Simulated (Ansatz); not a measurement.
## A hypothetical structure for Al2Ga4Mo

Starting from a made-up structure for Al2Ga4Mo, the aim is the relaxed cell, its shortest contacts and, where a second run follows, its electronic structure.

Calculated with Ansatz 0.2.0; DFT, PBE, plane-wave PAW, files of the set soft_1, scalar-relativistic, no spin, cell and ions relaxed at zero pressure; PAW set soft_1, in the first sound run; inputs show where later runs differ.

### 1. The structure

Symmetry: I4/mmm, No. 139, tetragonal system. The conventional cell has a = 6.428 Å, b = 6.428 Å, c = 5.300 Å, α = 90.00°, β = 90.00°, γ = 90.00°. Nearest to Mo lie 4 Ga at 2.76 Å. Nearest to Ga lie 4 Ga at 2.52 to 2.82 Å and 4 Al at 2.68 Å and 1 Mo at 2.76 Å. Nearest to Al lie 2 Al at 2.65 Å and 8 Ga at 2.68 Å. Farther neighbours are not listed.

### 2. Relaxation of the guess

The guessed cell has no reason to be at equilibrium. It is relaxed with the atoms, within the space group of the guess.

Contents of input.yaml:

```yaml
crystal:
  lattice:
    - [-3.214, 3.214, 2.65]
    - [3.214, -3.214, 2.65]
    - [3.214, 3.214, -2.65]
  atoms:
    - { symbol: Mo, position: [0.0, 0.0, 0.0] }
    - { symbol: Ga, position: [0.6963, 0.3037, 0.0] }
    - { symbol: Ga, position: [0.3037, 0.6963, 0.0] }
    - { symbol: Ga, position: [0.6963, 0.6963, 0.3926] }
    - { symbol: Ga, position: [0.3037, 0.3037, 0.6074] }
    - { symbol: Al, position: [0.25, 0.75, 0.5] }
    - { symbol: Al, position: [0.75, 0.25, 0.5] }
kpoints:
  mp_grid: { grid: [7, 7, 7] }
scf:
  occupations: { method: fermi_dirac, width: 0.05 }
hamiltonian:
  xc: pbe
  pseudopotentials: { kind: paw, azcp: { folder: soft_1 } }
relax:
  f_tol: 0.015
  max_steps: 70
  cell: {}
output:
  forces: true
  stress: true
```

On the command line:

```bash
$ ansatz run input.yaml --threads 4 --pin off --max-ram 10240MiB --backend cpu --events-out ev --progress --plain --runs-dir out
```

Numbers of over 12 decimals in the logs are rounded to 6 here.

What it wrote:

```text
Engine: ansatz 0.2.0, x86_64-unknown-linux-gnu
Pseudopotentials: kind: paw
Pseudopotential: Mo, paw, valence charge 14, recommended cutoff 420 eV (normal), soft_1/Mo.paw.azcp
Pseudopotential: Ga, paw, valence charge 13, recommended cutoff 420 eV (normal), soft_1/Ga.paw.azcp
Pseudopotential: Al, paw, valence charge 3, recommended cutoff 420 eV (normal), soft_1/Al.paw.azcp
Functional definition: PBE
  parameter kappa = 0.804
  parameter beta = 0.066725
  exchange = pbe_x(kappa = kappa, mu = beta*pi^2/3)
  correlation = pbe_c(beta = beta)
Crystal: 7 atoms, lattice volume = 109.496 Å³
Basis set: ecut = 420 eV, 2153 PW (Γ), exchange–correlation on 72×72×72 points (8 copies of the dense FFT grid, shifted against one another)
Bands: 44, of which v1, the nominal top of the filled ones, is band 36 counted from 1 (35 counted from 0)
Symmetry: 16 space group operations
Space group: I4/mmm (ITA 139), of the structure as read, at distance tolerance 4.8e-5 Å
k-points: 40 of 343
Non-local potential: Mo, projectors of the file, l = 0: 3, l = 1: 2, l = 2: 2, l = 3: 1
Non-local potential: Ga, projectors of the file, l = 0: 2, l = 1: 2, l = 2: 3, l = 3: 1
Non-local potential: Al, projectors of the file, l = 0: 2, l = 1: 2, l = 2: 1
PAW form: soft (Blöchl's): semilocal exchange-correlation on the pseudo side does not see the compensation charge
PAW one-centre angular grid: Mo, 590 points (default); XC on 64 Gauss nodes
PAW one-centre angular grid: Ga, 590 points (default); XC on 64 Gauss nodes
PAW one-centre angular grid: Al, 110 points (default); XC on 64 Gauss nodes
Initial density: superposition of atomic densities (chi_scale 0.1, normalization cell, long waves kept (reshape's long-wave potential 0.00 eV rms))
Initial wavefunctions: pseudopotential atomic-orbital guess
Functional: x = pbe(κ = 0.804, μ = 0.219515), c = pbe(β = 0.066725)
SCF iter   1: F=—  HF=-21165.688143 eV  |F-HF|=—  |Δ(HF+E_count)|=         —  Δρ=1.13e-1  dr2=3.65e1  ethr=3.10e-3  ⟨swp⟩=6.3  Hψ=6403  notcnv=0  defer=2
preconditioner: auto → Kerker (q_TF=auto, 2.544 Å⁻¹)  [metal: Δε(μ)=0.025 eV  Ē_g=13.715 eV  σ=0.050 eV  W_gap=0.13  n_scr=34 (ndim 8)  ℏωp=28.4 eV  f_vac=0.000  D(μ)=4.51/eV (n_scr^D=34)]
SCF iter   2: F=—  HF=-21161.825790 eV  |F-HF|=—  |Δ(HF+E_count)|=    3.86e0  Δρ=5.75e-2  dr2=8.51e0  ethr=3.10e-3  ⟨swp⟩=3.0  Hψ=3895  notcnv=0  defer=56
SCF iter   3: F=—  HF=-21161.049277 eV  |F-HF|=—  |Δ(HF+E_count)|=   7.77e-1  Δρ=2.15e-2  dr2=1.10e0  ethr=3.10e-3  ⟨swp⟩=3.0  Hψ=3643  notcnv=0  defer=56
SCF iter   4: F=—  HF=-21161.004575 eV  |F-HF|=—  |Δ(HF+E_count)|=   4.47e-2  Δρ=1.32e-2  dr2=3.35e-1  ethr=1.52e-3  ⟨swp⟩=3.1  Hψ=3592  notcnv=0  defer=59
SCF iter   5: F=—  HF=-21160.972507 eV  |F-HF|=—  |Δ(HF+E_count)|=   3.21e-2  Δρ=9.96e-3  dr2=2.32e-1  ethr=4.65e-4  ⟨swp⟩=2.3  Hψ=2151  notcnv=0  defer=60
SCF iter   6: F=—  HF=-21160.949936 eV  |F-HF|=—  |Δ(HF+E_count)|=   2.26e-2  Δρ=3.20e-3  dr2=2.33e-2  ethr=3.22e-4  ⟨swp⟩=2.0  Hψ=1982  notcnv=0  defer=60
SCF iter   7: F=—  HF=-21160.947409 eV  |F-HF|=—  |Δ(HF+E_count)|=   2.53e-3  Δρ=1.95e-4  dr2=4.50e-5  ethr=3.24e-5  ⟨swp⟩=2.0  Hψ=1855  notcnv=0  defer=60
SCF iter   8: F=—  HF=-21160.947430 eV  |F-HF|=—  |Δ(HF+E_count)|=   2.12e-5  Δρ=4.15e-5  dr2=2.12e-6  ethr=6.25e-8  ⟨swp⟩=2.1  Hψ=3182  notcnv=0  defer=60
SCF iter   9: F=—  HF=-21160.947429 eV  |F-HF|=—  |Δ(HF+E_count)|=   3.50e-7  Δρ=2.26e-5  dr2=1.10e-6  ethr=2.94e-9  ⟨swp⟩=2.3  Hψ=2530  notcnv=0  defer=60
SCF iter  10: F=-21160.947429 eV  HF=-21160.947429 eV  |F-HF|=3.09e-8  |Δ(HF+E_count)|=   1.20e-7  Δρ=4.02e-6  dr2=3.53e-8  ethr=1.39e-10  ⟨swp⟩=3.0  Hψ=6506  notcnv=0
SCF 1 converged in 10 iterations: F = -21160.947429 eV  dr2 = 3.53e-8
  greatest PAW one-centre occupation: 0.999 electrons in one spin orbital (limit 2), on the Mo atom at site 0 (counted from 0), in its partial waves of l = 0
relax step   1: F+E_penalty+E_count = -21160.94742929 eV  Δ(F+E_penalty+E_count) = +0.000e0 eV  max|allowed force component| = 1.541e-1 eV/Å  Δτ_max = 0.0000 Å  P = +4.257 GPa  Ω = 109.496 Å³  (10 SCF iters, dr2 threshold 1.00e-7 eV, accepted)
Crystal: 7 atoms, lattice volume = 113.326 Å³
Basis set: ecut = 420 eV, 2169 PW (Γ), exchange–correlation on 72×72×72 points (8 copies of the dense FFT grid, shifted against one another)
Initial density: handed on by an earlier stage of this run
Initial wavefunctions: those handed on with the density
iter 1 solved again at ethr=6.42e-5 eV; its pass at ethr=3.10e-3 eV (dr2=4.62e-2 eV) is discarded
SCF iter   1: F=—  HF=-21161.115618 eV  |F-HF|=—  |Δ(HF+E_count)|=         —  Δρ=5.24e-3  dr2=4.80e-2  ethr=6.42e-5  ⟨swp⟩=2.0  Hψ=10291  notcnv=0
preconditioner: auto → Kerker (q_TF=auto, 2.530 Å⁻¹)  [metal: Δε(μ)=0.028 eV  Ē_g=13.105 eV  σ=0.050 eV  W_gap=0.14  n_scr=34 (ndim 8)  ℏωp=27.9 eV  f_vac=0.000  D(μ)=5.16/eV (n_scr^D=46)]
SCF iter   2: F=—  HF=-21161.111772 eV  |F-HF|=—  |Δ(HF+E_count)|=   3.85e-3  Δρ=3.08e-3  dr2=1.62e-2  ethr=6.42e-5  ⟨swp⟩=1.0  Hψ=1760  notcnv=0
SCF iter   3: F=—  HF=-21161.109545 eV  |F-HF|=—  |Δ(HF+E_count)|=   2.23e-3  Δρ=4.39e-4  dr2=2.60e-4  ethr=2.25e-5  ⟨swp⟩=2.0  Hψ=1931  notcnv=0
SCF iter   4: F=—  HF=-21161.109624 eV  |F-HF|=—  |Δ(HF+E_count)|=   7.93e-5  Δρ=1.95e-4  dr2=3.92e-5  ethr=3.61e-7  ⟨swp⟩=2.0  Hψ=3121  notcnv=0
SCF iter   5: F=—  HF=-21161.109604 eV  |F-HF|=—  |Δ(HF+E_count)|=   2.07e-5  Δρ=6.38e-5  dr2=4.61e-6  ethr=5.45e-8  ⟨swp⟩=2.6  Hψ=3429  notcnv=0
SCF iter   6: F=-21161.109602 eV  HF=-21161.109602 eV  |F-HF|=2.71e-7  |Δ(HF+E_count)|=   1.22e-6  Δρ=2.43e-5  dr2=5.88e-7  ethr=9.72e-10  ⟨swp⟩=5.0  Hψ=7426  notcnv=0
SCF 2 converged in 6 iterations: F = -21161.109602 eV  dr2 = 5.88e-7
relax step   2: F+E_penalty+E_count = -21161.10960211 eV  Δ(F+E_penalty+E_count) = -1.622e-1 eV  max|allowed force component| = 1.036e-1 eV/Å  Δτ_max = 0.0068 Å  P = +0.318 GPa  Ω = 113.326 Å³  energy of the carried Pulay correction = -1.193e-3 eV  (6 SCF iters, dr2 threshold 7.00e-7 eV, accepted)
Crystal: 7 atoms, lattice volume = 112.824 Å³
Basis set: ecut = 420 eV, 2177 PW (Γ), exchange–correlation on 72×72×72 points (8 copies of the dense FFT grid, shifted against one another)
iter 1 solved again at ethr=2.64e-5 eV; its pass at ethr=3.10e-3 eV (dr2=1.90e-2 eV) is discarded
SCF iter   1: F=—  HF=-21161.132957 eV  |F-HF|=—  |Δ(HF+E_count)|=         —  Δρ=3.94e-3  dr2=1.94e-2  ethr=2.64e-5  ⟨swp⟩=1.8  Hψ=10610  notcnv=0
preconditioner: auto → Kerker (q_TF=auto, 2.532 Å⁻¹)  [metal: Δε(μ)=0.010 eV  Ē_g=13.131 eV  σ=0.050 eV  W_gap=0.05  n_scr=34 (ndim 8)  ℏωp=28.0 eV  f_vac=0.000  D(μ)=4.56/eV (n_scr^D=38)]
SCF iter   2: F=—  HF=-21161.129682 eV  |F-HF|=—  |Δ(HF+E_count)|=   3.28e-3  Δρ=2.50e-3  dr2=8.61e-3  ethr=2.64e-5  ⟨swp⟩=1.1  Hψ=1763  notcnv=0
SCF iter   3: F=—  HF=-21161.127591 eV  |F-HF|=—  |Δ(HF+E_count)|=   2.09e-3  Δρ=2.76e-4  dr2=4.17e-5  ethr=1.20e-5  ⟨swp⟩=2.0  Hψ=2267  notcnv=0
SCF iter   4: F=—  HF=-21161.127611 eV  |F-HF|=—  |Δ(HF+E_count)|=   2.01e-5  Δρ=1.36e-4  dr2=1.60e-5  ethr=5.79e-8  ⟨swp⟩=3.0  Hψ=4162  notcnv=0
SCF iter   5: F=—  HF=-21161.127602 eV  |F-HF|=—  |Δ(HF+E_count)|=   8.40e-6  Δρ=5.52e-5  dr2=3.45e-6  ethr=2.22e-8  ⟨swp⟩=3.0  Hψ=4043  notcnv=0
SCF iter   6: F=-21161.127601 eV  HF=-21161.127601 eV  |F-HF|=1.39e-7  |Δ(HF+E_count)|=   1.67e-6  Δρ=1.47e-5  dr2=2.97e-7  ethr=9.72e-10  ⟨swp⟩=4.0  Hψ=8405  notcnv=0
SCF 3 converged in 6 iterations: F = -21161.127601 eV  dr2 = 2.97e-7
relax step   3: F+E_penalty+E_count = -21161.12760053 eV  Δ(F+E_penalty+E_count) = -1.800e-2 eV  max|allowed force component| = 4.503e-2 eV/Å  Δτ_max = 0.0045 Å  P = +0.816 GPa  Ω = 112.824 Å³  energy of the carried Pulay correction = -1.039e-3 eV  (6 SCF iters, dr2 threshold 7.00e-7 eV, accepted)
Crystal: 7 atoms, lattice volume = 113.685 Å³
iter 1 solved again at ethr=6.98e-6 eV; its pass at ethr=3.10e-3 eV (dr2=5.03e-3 eV) is discarded
SCF iter   1: F=—  HF=-21161.140285 eV  |F-HF|=—  |Δ(HF+E_count)|=         —  Δρ=1.83e-3  dr2=6.50e-3  ethr=6.98e-6  ⟨swp⟩=2.2  Hψ=10137  notcnv=0
preconditioner: auto → Kerker (q_TF=auto, 2.528 Å⁻¹)  [metal: Δε(μ)=0.045 eV  Ē_g=13.121 eV  σ=0.050 eV  W_gap=0.21  n_scr=34 (ndim 8)  ℏωp=27.9 eV  f_vac=0.000  D(μ)=4.75/eV (n_scr^D=38)]
SCF iter   2: F=—  HF=-21161.139399 eV  |F-HF|=—  |Δ(HF+E_count)|=   8.86e-4  Δρ=1.11e-3  dr2=2.28e-3  ethr=6.98e-6  ⟨swp⟩=1.0  Hψ=1761  notcnv=0
SCF iter   3: F=—  HF=-21161.138967 eV  |F-HF|=—  |Δ(HF+E_count)|=   4.32e-4  Δρ=1.60e-4  dr2=3.45e-5  ethr=3.17e-6  ⟨swp⟩=2.0  Hψ=2181  notcnv=0
SCF iter   4: F=—  HF=-21161.138982 eV  |F-HF|=—  |Δ(HF+E_count)|=   1.55e-5  Δρ=9.54e-5  dr2=7.17e-6  ethr=4.79e-8  ⟨swp⟩=2.0  Hψ=3189  notcnv=0
SCF iter   5: F=—  HF=-21161.138975 eV  |F-HF|=—  |Δ(HF+E_count)|=   7.10e-6  Δρ=2.64e-5  dr2=7.54e-7  ethr=9.96e-9  ⟨swp⟩=3.0  Hψ=4057  notcnv=0
SCF iter   6: F=-21161.138975 eV  HF=-21161.138975 eV  |F-HF|=3.74e-8  |Δ(HF+E_count)|=   1.24e-7  Δρ=8.83e-6  dr2=8.84e-8  ethr=9.72e-10  ⟨swp⟩=4.5  Hψ=6333  notcnv=0
SCF 4 converged in 6 iterations: F = -21161.138975 eV  dr2 = 8.84e-8
relax step   4: F+E_penalty+E_count = -21161.13897494 eV  Δ(F+E_penalty+E_count) = -1.137e-2 eV  max|allowed force component| = 6.807e-3 eV/Å  Δτ_max = 0.0005 Å  P = +0.015 GPa  Ω = 113.685 Å³  energy of the carried Pulay correction = -1.303e-3 eV  (6 SCF iters, dr2 threshold 7.00e-7 eV, accepted)
Crystal: 7 atoms, lattice volume = 113.696 Å³
iter 1 solved again at ethr=4.42e-8 eV; its pass at ethr=3.10e-3 eV (dr2=3.18e-5 eV) is discarded
SCF iter   1: F=—  HF=-21161.139119 eV  |F-HF|=—  |Δ(HF+E_count)|=         —  Δρ=1.65e-4  dr2=3.23e-5  ethr=4.42e-8  ⟨swp⟩=3.5  Hψ=9674  notcnv=0
preconditioner: auto → Kerker (q_TF=auto, 2.528 Å⁻¹)  [metal: Δε(μ)=0.013 eV  Ē_g=13.112 eV  σ=0.050 eV  W_gap=0.06  n_scr=34 (ndim 8)  ℏωp=27.9 eV  f_vac=0.000  D(μ)=4.77/eV (n_scr^D=38)]
SCF iter   2: F=—  HF=-21161.139130 eV  |F-HF|=—  |Δ(HF+E_count)|=   1.05e-5  Δρ=1.03e-4  dr2=1.37e-5  ethr=4.42e-8  ⟨swp⟩=1.1  Hψ=1763  notcnv=0
SCF iter   3: F=—  HF=-21161.139127 eV  |F-HF|=—  |Δ(HF+E_count)|=   3.40e-6  Δρ=1.58e-5  dr2=2.02e-7  ethr=1.90e-8  ⟨swp⟩=2.0  Hψ=2194  notcnv=0
iter 4 did not close the SCF: its close was put off for the readings that it lacked (scf_convergence_deferred on its scf_iter line)
SCF iter   4: F=-21161.139126 eV  HF=-21161.139126 eV  |F-HF|=1.04e-7  |Δ(HF+E_count)|=   1.55e-7  Δρ=8.46e-6  dr2=6.08e-8  ethr=2.80e-10  ⟨swp⟩=3.9  Hψ=4186  notcnv=0
iter 5 did not close the SCF: its close was put off for the readings that it lacked (scf_convergence_deferred on its scf_iter line)
SCF iter   5: F=-21161.139126 eV  HF=-21161.139126 eV  |F-HF|=1.16e-8  |Δ(HF+E_count)|=   3.59e-8  Δρ=3.52e-6  dr2=1.11e-8  ethr=8.45e-11  ⟨swp⟩=2.0  Hψ=2582  notcnv=0
SCF iter   6: F=-21161.139126 eV  HF=-21161.139126 eV  |F-HF|=5.89e-10  |Δ(HF+E_count)|=   5.27e-9  Δρ=8.54e-7  dr2=8.85e-10  ethr=1.54e-11  ⟨swp⟩=2.8  Hψ=6751  notcnv=0
SCF 5 converged in 6 iterations: F = -21161.139126 eV  dr2 = 8.85e-10
relax step   5: F+E_penalty+E_count = -21161.13912631 eV  Δ(F+E_penalty+E_count) = -1.514e-4 eV  max|allowed force component| = 8.579e-4 eV/Å  Δτ_max = 0.0001 Å  P = +0.012 GPa  Ω = 113.696 Å³  energy of the carried Pulay correction = -1.306e-3 eV  (6 SCF iters, dr2 threshold 7.81e-8 eV, accepted)
Initial wavefunctions: pseudopotential atomic-orbital guess (no wavefunctions were taken with the density)
iter 1 solved again at ethr=4.18e-7 eV; its pass at ethr=3.10e-3 eV (dr2=3.01e-4 eV) is discarded
SCF iter   1: F=—  HF=-21161.138874 eV  |F-HF|=—  |Δ(HF+E_count)|=         —  Δρ=7.07e-4  dr2=1.31e-5  ethr=4.18e-7  ⟨swp⟩=3.0  Hψ=10348  notcnv=0
preconditioner: auto → Kerker (q_TF=auto, 2.528 Å⁻¹)  [metal: Δε(μ)=0.012 eV  Ē_g=13.113 eV  σ=0.050 eV  W_gap=0.06  n_scr=34 (ndim 8)  ℏωp=27.9 eV  f_vac=0.000  D(μ)=4.76/eV (n_scr^D=38)]
SCF iter   2: F=—  HF=-21161.140022 eV  |F-HF|=—  |Δ(HF+E_count)|=   1.15e-3  Δρ=3.61e-4  dr2=4.13e-6  ethr=1.82e-8  ⟨swp⟩=2.0  Hψ=2837  notcnv=0
SCF iter   3: F=—  HF=-21161.140411 eV  |F-HF|=—  |Δ(HF+E_count)|=   3.89e-4  Δρ=4.10e-5  dr2=1.21e-7  ethr=5.73e-9  ⟨swp⟩=2.0  Hψ=2532  notcnv=0
SCF iter   4: F=—  HF=-21161.140416 eV  |F-HF|=—  |Δ(HF+E_count)|=   4.38e-6  Δρ=5.67e-6  dr2=1.03e-8  ethr=1.68e-10  ⟨swp⟩=2.0  Hψ=3036  notcnv=0
SCF iter   5: F=—  HF=-21161.140416 eV  |F-HF|=—  |Δ(HF+E_count)|=   6.64e-8  Δρ=1.06e-6  dr2=4.45e-10  ethr=1.43e-11  ⟨swp⟩=2.0  Hψ=3012  notcnv=0
SCF iter   6: F=—  HF=-21161.140416 eV  |F-HF|=—  |Δ(HF+E_count)|=   1.51e-9  Δρ=3.08e-7  dr2=6.45e-11  ethr=1.00e-12  ⟨swp⟩=4.5  Hψ=6293  notcnv=0
SCF iter   7: F=-21161.140416 eV  HF=-21161.140416 eV  |F-HF|=3.64e-12  |Δ(HF+E_count)|=  9.09e-11  Δρ=3.80e-8  dr2=2.46e-12  ethr=1.00e-12  ⟨swp⟩=4.0  Hψ=5952  notcnv=0
SCF 6 converged in 7 iterations: F = -21161.140416 eV  dr2 = 2.46e-12
relax step   6: F+E_penalty+E_count = -21161.14041574 eV  Δ(F+E_penalty+E_count) = -1.289e-3 eV  max|allowed force component| = 9.809e-4 eV/Å  Δτ_max = 0.0000 Å  P = +0.013 GPa  Ω = 113.696 Å³  stress off target by 2.17e-2 GPa  SCF on the basis re-selected at this cell (its energy is not comparable with the rows above)  (7 SCF iters)
basis re-selected at this cell: Δ(F+E_penalty+E_count) = -1.289e-3 eV, ΔP = +0.001 GPa vs the last step (what re-selecting the basis moved, of the pressure what is left beyond the Pulay correction that the steps carried, after the strain that the cell walked since its last selection, with what the two solves' SCF thresholds leave and, on support functions, any second-order correction that the steps lacked; it is no m [...]
SCF converged after 7 iterations
Free energy (F): -21161.140416 eV
Harris-Foulkes:  -21161.140416 eV  (|F-HF|=3.64e-12)
Internal energy: -21161.102696 eV  (E = F + TS)
E sigma→0 (E₀):  -21161.121556 eV
Entropy (-TS):   -0.037719 eV (-5.388 meV/atom)
Fermi energy:    11.881083 eV
--- Per-component energies (eV) ---
  E_band       = -171.205447
  E_kinetic    = 913.549036
  E_local      = -6595.745584  (includes V_loc(G=0)·N_el)
  E_nonlocal   = -205.822199
  E_hartree    = 4000.354687
  E_xc         = -505.797736
  E_vxc        = -503.052821  (∫ρ·V_xc dr)
  E_paw        = -12109.119683  (= ΣΔE_a)
  E_vpaw       = -1780.842489  (= ΣTr[D̂ρ^β])
  E_aug_tail   = -0.000708  (compensation charges beyond the density's cutoff)
  E_ewald      = -6658.520509
  E_smearing   = -0.037719  (= −TS)
  E_closure    = -0.000000  (closes the sum)
  Σ components = -21161.140416   (vs F -21161.140416, Δ=0.00e0)
--- Forces (eV/Å), atoms counted from 1 ---
  atom   1  Mo    -0.00000000     0.00000000    -0.00000000
  atom   2  Ga    -0.00098094     0.00098094     0.00000000
  atom   3  Ga     0.00098094    -0.00098094     0.00000000
  atom   4  Ga     0.00098094     0.00098094     0.00000000
  atom   5  Ga    -0.00098094    -0.00098094     0.00000000
  atom   6  Al    -0.00000000     0.00000000     0.00000000
  atom   7  Al     0.00000000     0.00000000     0.00000000
  max |Σ_I F_I| component: 1.21e-17 eV/Å
--- Stress (GPa, compression-positive) ---
        0.021680       0.000000      -0.000000
        0.000000       0.021680      -0.000000
       -0.000000       0.000000      -0.004304
  P = ⅓ Tr σ = 0.0130 GPa (0.130 kbar)
--- Relaxed structure (5 steps of the walk, 5 accepted, 1 SCFs on fresh bases) ---
  F+E_penalty+E_count = -21161.14041574 eV   max|allowed force component| = 9.809e-4 eV/Å   (the final SCF, on the basis selected at the relaxed cell)
  cell:  # Å, volume = 113.6957 Å³
    - [-3.336037, 3.336037, 2.554008]
    - [3.336037, -3.336037, 2.554008]
    - [3.336037, 3.336037, -2.554008]
  atoms:
    - { symbol: Mo, position: [0, 0, 0] }
    - { symbol: Ga, position: [0.696112, 0.303888, 0.0] }
    - { symbol: Ga, position: [0.303888, 0.696112, 0.0] }
    - { symbol: Ga, position: [0.696112, 0.696112, 0.392225] }
    - { symbol: Ga, position: [0.303888, 0.303888, 0.607775] }
    - { symbol: Al, position: [0.250000, 0.750000, 0.500000] }
    - { symbol: Al, position: [0.750000, 0.250000, 0.500000] }
```

The job ended after 12 s (4 threads of AMD EPYC 9R14 (Zen 4), shared host; peak memory 0.61 GiB; 38 s of CPU time).

Relaxation path:

| step | energy less that of the first step (eV) | largest force component (eV/Å) | pressure (GPa) | volume (Å³) |
| --- | --- | --- | --- | --- |
| 1 | 0.0000 | 0.1541 | 4.26 | 109.50 |
| 2 | -0.1622 | 0.1036 | 0.32 | 113.33 |
| 3 | -0.1802 | 0.0450 | 0.82 | 112.82 |
| 4 | -0.1915 | 0.0068 | 0.01 | 113.68 |
| 5 | -0.1917 | 0.0009 | 0.01 | 113.70 |
| 6* | -0.1930 | 0.0010 | 0.01 | 113.70 |

Relaxation steps marked * repeat the geometry before them on a plane-wave basis chosen anew for their cell, so energy and pressure can jump there.

The run keeps the 16 symmetry operations that it works with, so distortions that break them were not tested.

| conventional cell, symmetrised | before | after | change |
| --- | --- | --- | --- |
| a (Å) | 6.428 | 6.672 | +3.8 % |
| b (Å) | 6.428 | 6.672 | +3.8 % |
| c (Å) | 5.300 | 5.108 | -3.6 % |
| volume (Å³/atom) | 15.64 | 16.24 | +3.8 % |

Numbers from this step:

```
free energy             : -21161.1404 eV
energy at zero smearing : -21161.1216 eV
smearing term TS        : 0.03772 eV
Fermi energy            : 11.88 eV
electrons               : 72
symmetry operations     : 16
pressure                : 0.01302 GPa
```

The shortest distance of each pair, which need not be the same contact before and after:

| pair | guess (Å) | relaxed (Å) |
| --- | --- | --- |
| Al–Al | 2.650 | 2.554 |
| Ga–Ga | 2.524 | 2.617 |
| Al–Ga | 2.676 | 2.730 |
| Ga–Mo | 2.761 | 2.867 |
| Al–Mo | 3.476 | 3.572 |

The relaxation ends with a largest force component of 9.8e-4 eV/Å and a pressure of 0.01 GPa.

[end of part 1 of 2]

[Logs are printed without paths, hosts, clocks, repeated set-up lines and the standing remarks that a program may print on its own settings, such as how far it seeks lower states.]

[Hosts, paths, dates, database ids (printed as entryN), source tags and the programs' standing remarks are cut or masked in the printed files.]
